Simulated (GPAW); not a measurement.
# Dielectric function and optical constants of KTaO3

Wanted: where KTaO3 starts to absorb, how strongly, and its refractive index.

Calculated with GPAW 26.7.0; DFT, PBE, plane-wave PAW (GPAW data sets), scalar-relativistic, RPA, optical limit.

### Step 1. The structure

It takes space group Pm-3m (No. 221, cubic). Conventional cell: a = 3.988 Å, b = 3.988 Å, c = 3.988 Å, α = 90.00°, β = 90.00°, γ = 90.00°. Nearest to Ta lie 6 O at 1.99 Å. K has 12 O at 2.82 Å nearest. Nearest to O lie 2 Ta at 1.99 Å and 4 K at 2.82 Å. Farther neighbours and most contacts between anions are not listed.

As a file:

```
Ta K O
1.0
     3.98830    0.00000    0.00000
     0.00000    3.98830    0.00000
     0.00000    0.00000    3.98830
Ta K O
1 1 3
Direct
  0.00000 0.00000 0.00000
  0.50000 0.50000 0.50000
  0.00000 0.00000 0.50000
  0.00000 0.50000 0.00000
  0.50000 0.00000 0.00000
```

### Step 2. Dielectric function, RPA

Local fields let the induced charge screen the field inside the cell, which as a rule lowers ε, most along directions where the density is uneven.

Contents of df.py:

```python
from gpaw.response.df import DielectricFunction

df = DielectricFunction('full.gpw', frequencies={'type': 'nonlinear', 'domega0': 0.03, 'omega2': 8},
                        ecut=50,
                        eta=0.12,
                        nbands=56,
                        txt='df.txt')
for direction in ['x']:
    df.get_dielectric_function(xc='RPA', direction=direction, filename=f'df_{direction}.csv')
```

Launch:

```bash
OMP_NUM_THREADS=1 python df.py
```

Numbers of over 12 decimals in the logs are rounded to 6 here.

Log:

```text
Using integrator: PointIntegrator
NonLinearFrequencyDescriptor(from 0.000 to 102.839 eV, 543 points)
Nonperiodic BCs:  [False False False]
Using integrator: PointIntegrator
NonLinearFrequencyDescriptor(from 0.000 to 102.839 eV, 543 points)
Nonperiodic BCs:  [False False False]

Calculating chi0 body with:
    Ground state adapter containing:
    Number of spins: 1
    Number of kpoints: 343
    Number of irreducible kpoints: 20
    Number of completely occupied states: 20
    Number of partially occupied states: 20

    Linear response parametrization:
    q_c: [0.0, 0.0, 0.0]
    Number of frequency points: 543
    Planewave cutoff: 50.0
    Number of bands: 56
    Number of planewaves: 57
    Broadening (eta): 0.12

Integrating chi0 body.

Symmetries of q_c:
    Direct symmetries (Uq -> q): 48
    Indirect symmetries (TUq -> q): 0
In total 48 allowed symmetries.

20 groups of equivalent kpoints. 94.169096% reduction.

Integral kind: spectral function

Calculating chi0 optical extensions with:
    Ground state adapter containing:
    Number of spins: 1
    Number of kpoints: 343
    Number of irreducible kpoints: 20
    Number of completely occupied states: 20
    Number of partially occupied states: 20

    Linear response parametrization:
    Number of frequency points: 543
    Planewave cutoff: 50.0
    Number of bands: 56
    Number of planewaves: 57
    Broadening (eta): 0.12
Integrating chi0 head and wings.

Symmetries of q_c:
    Direct symmetries (Uq -> q): 48
    Indirect symmetries (TUq -> q): 0
In total 48 allowed symmetries.

20 groups of equivalent kpoints. 94.169096% reduction.

Integral kind: spectral function wings
```

The job ended after 13 s (1 thread of Arm Neoverse V1, shared host; peak memory 0.34 GiB).

Numbers from this step:

* electronic dielectric constant ε∞, mean over x, y and z (by symmetry where fewer were run): 4.777

The Im ε, E ∥ x has structure finer than the step of the table below, so its rows give means over 0.5 eV, whole bins alone (the curve runs from 0 to 14.0 eV). Peaks (eV: height): 3.14: 2.36, 4.11: 7.11, 5.42: 7.36, 6.12: 5.75, 8.33: 3.38, 9.22: 4.85, 10.81: 5.14.

Sum at mesh points, not converged in k; values under the direct gap are tails of Lorentzian lines. Table of Im ε, E ∥ x by photon energy; means over each step:

photon energy (eV), Im ε, E ∥ x and a bar:
```
      0.5       0.01 
      1.0       0.03 
      1.5       0.06 
      2.0       0.11 
      2.5       0.33 ##
      3.0       1.79 #########
      3.5       1.42 #######
      4.0       5.00 ##########################
      4.5       3.62 ##################
      5.0       3.15 ################
      5.5       5.87 ##############################
      6.0       4.70 ########################
      6.5       2.92 ###############
      7.0       1.04 #####
      7.5       1.62 ########
      8.0       1.91 ##########
      8.5       2.63 #############
      9.0       3.88 ####################
      9.5       3.91 ####################
     10.0       3.81 ###################
     10.5       3.29 #################
     11.0       3.80 ###################
     11.5       1.94 ##########
     12.0       1.62 ########
     12.5       1.61 ########
     13.0       1.61 ########
     13.5       1.55 ########
```

The reflectivity at normal incidence, E ∥ x has structure finer than the step of the table below, so its rows give means over 0.5 eV, whole bins alone (the curve runs from 0 to 14.0 eV). Peaks (eV: height): 4.11: 30.2, 5.42: 31.1, 6.23: 30.5, 8.33: 17.5, 9.28: 24.0, 10.17: 23.2, 11.10: 36.4.

Sum at mesh points, not converged in k. Table of reflectivity at normal incidence, E ∥ x by photon energy; means over each step:

```
photon energy (eV)  reflectivity at normal incidence, E ∥ x (%)
               0.5                                         14.0
               1.0                                         14.3
               1.5                                         14.9
               2.0                                         15.9
               2.5                                         18.0
               3.0                                         20.0
               3.5                                         19.2
               4.0                                         27.7
               4.5                                         18.6
               5.0                                         20.4
               5.5                                         27.6
               6.0                                         23.9
               6.5                                         23.4
               7.0                                         5.89
               7.5                                         9.73
               8.0                                         12.2
               8.5                                         14.5
               9.0                                         20.1
               9.5                                         20.7
              10.0                                         21.5
              10.5                                         18.7
              11.0                                         33.0
              11.5                                         21.6
              12.0                                         14.8
              12.5                                         12.0
              13.0                                         10.8
              13.5                                         10.7
```

The loss function −Im 1/ε at q → 0, E ∥ x has structure finer than the step of the table below, so its rows give means over 0.5 eV, whole bins alone (the curve runs from 0 to 14.0 eV). Peaks (eV: height): 4.52: 0.214, 5.71: 0.228, 6.76: 0.648, 8.45: 0.211, 10.38: 0.324, 11.87: 0.609, 13.51: 0.595.

Sum at mesh points, not converged in k; values under the direct gap are tails of Lorentzian lines. Loss function −Im 1/ε at q → 0, E ∥ x against energy loss; means over each step:

```
energy loss (eV)  loss function −Im 1/ε at q → 0, E ∥ x
             0.5                                 6.3e-4
             1.0                                0.00133
             1.5                                0.00222
             2.0                                0.00366
             2.5                                0.00842
             3.0                                 0.0415
             3.5                                 0.0347
             4.0                                 0.0631
             4.5                                  0.160
             5.0                                 0.0717
             5.5                                  0.149
             6.0                                  0.170
             6.5                                  0.380
             7.0                                  0.326
             7.5                                  0.158
             8.0                                  0.128
             8.5                                  0.165
             9.0                                  0.136
             9.5                                  0.215
            10.0                                  0.236
            10.5                                  0.264
            11.0                                  0.259
            11.5                                  0.510
            12.0                                  0.592
            12.5                                  0.556
            13.0                                  0.523
            13.5                                  0.542
```

The Im ε, E ∥ x has structure finer than the step of the table below, so its rows give means over 0.5 eV, whole bins alone (the curve runs from 0 to 14.0 eV). Peaks (eV: height): without local fields 3.14: 2.61, 4.11: 7.84, 5.37: 7.50, 6.07: 5.21, 8.33: 3.26, 9.22: 4.70, 10.81: 5.05; with local fields 3.14: 2.36, 4.11: 7.11, 5.42: 7.36, 6.12: 5.75, 8.33: 3.38, 9.22: 4.85, 10.81: 5.14.

Sum at mesh points, not converged in k; values under the direct gap are tails of Lorentzian lines. Table of Im ε, E ∥ x by photon energy; means over each step:

| photon energy (eV) | without local fields | with local fields |
| --- | --- | --- |
| 0.5 | 0.0156 | 0.0146 |
| 1.0 | 0.0343 | 0.0320 |
| 1.5 | 0.0622 | 0.0577 |
| 2.0 | 0.118 | 0.108 |
| 2.5 | 0.365 | 0.329 |
| 3.0 | 1.99 | 1.79 |
| 3.5 | 1.61 | 1.42 |
| 4.0 | 5.73 | 5.00 |
| 4.5 | 3.65 | 3.62 |
| 5.0 | 3.66 | 3.15 |
| 5.5 | 5.66 | 5.87 |
| 6.0 | 4.31 | 4.70 |
| 6.5 | 2.14 | 2.92 |
| 7.0 | 0.782 | 1.04 |
| 7.5 | 1.48 | 1.62 |
| 8.0 | 1.85 | 1.91 |
| 8.5 | 2.55 | 2.63 |
| 9.0 | 3.79 | 3.88 |
| 9.5 | 3.84 | 3.91 |
| 10.0 | 3.85 | 3.81 |
| 10.5 | 3.28 | 3.29 |
| 11.0 | 3.77 | 3.80 |
| 11.5 | 2.03 | 1.94 |
| 12.0 | 1.91 | 1.62 |
| 12.5 | 1.98 | 1.61 |
| 13.0 | 2.00 | 1.61 |
| 13.5 | 1.77 | 1.55 |

From ε follow the optical constants at some laser and lamp lines:

| wavelength (nm) | n | k | R (%) | 1/α |
| --- | --- | --- | --- | --- |
| 1064 | 2.22 | 0.009 | 14.4 | 9.7 µm |
| 800 | 2.26 | 0.013 | 14.9 | 4.8 µm |
| 633 | 2.32 | 0.021 | 15.8 | 2.4 µm |
| 532 | 2.40 | 0.038 | 17.0 | 1.1 µm |
| 450 | 2.60 | 0.152 | 19.8 | 235 nm |
| 405 | 2.56 | 0.428 | 20.4 | 75 nm |
| 308 | 2.98 | 1.030 | 29.5 | 24 nm |

Below the direct gap, k and the depth come from the tails of the Lorentzian lines, not from transitions.

Rows near the edge hang on the gap, which this functional as a rule makes too small, and phonon-assisted absorption is left out.

### Step 3. Results

| Property | Result |
| --- | --- |
| electronic dielectric constant ε∞, mean over x, y and z (by symmetry where fewer were run) (RPA) | 4.78 |

In words: At this level (PBE, RPA) KTaO3 has ε∞ = 4.78 and n = 2.20 at 1550 nm. Local fields change the static value along x from 4.96 to 4.78 (-4 %). Excitons and phonon-assisted transitions are missing; PBE gaps are as a rule too small, which pulls the onset down and ε∞ up. Spin-orbit coupling is left out although heavy atoms are present. In this version of GPAW the matrix elements of the optical limit are incomplete, which can lower ε − 1 by up to a tenth where first-row anions or d states rule, and shift it by more in d metals. The sum runs over mesh points 0.23 Å⁻¹ apart with no interpolation, so peaks are partly noise of the mesh and static values carry its error.

[Machine, clock and banner lines and Python warnings are left out of the logs.]

[Logs are printed without paths, hosts, clocks, repeated set-up lines and the standing remarks that a program may print on its own settings, such as how far it seeks lower states.]

[Hosts, paths, dates, database ids (printed as entryN), source tags and the programs' standing remarks are cut or masked in the printed files.]
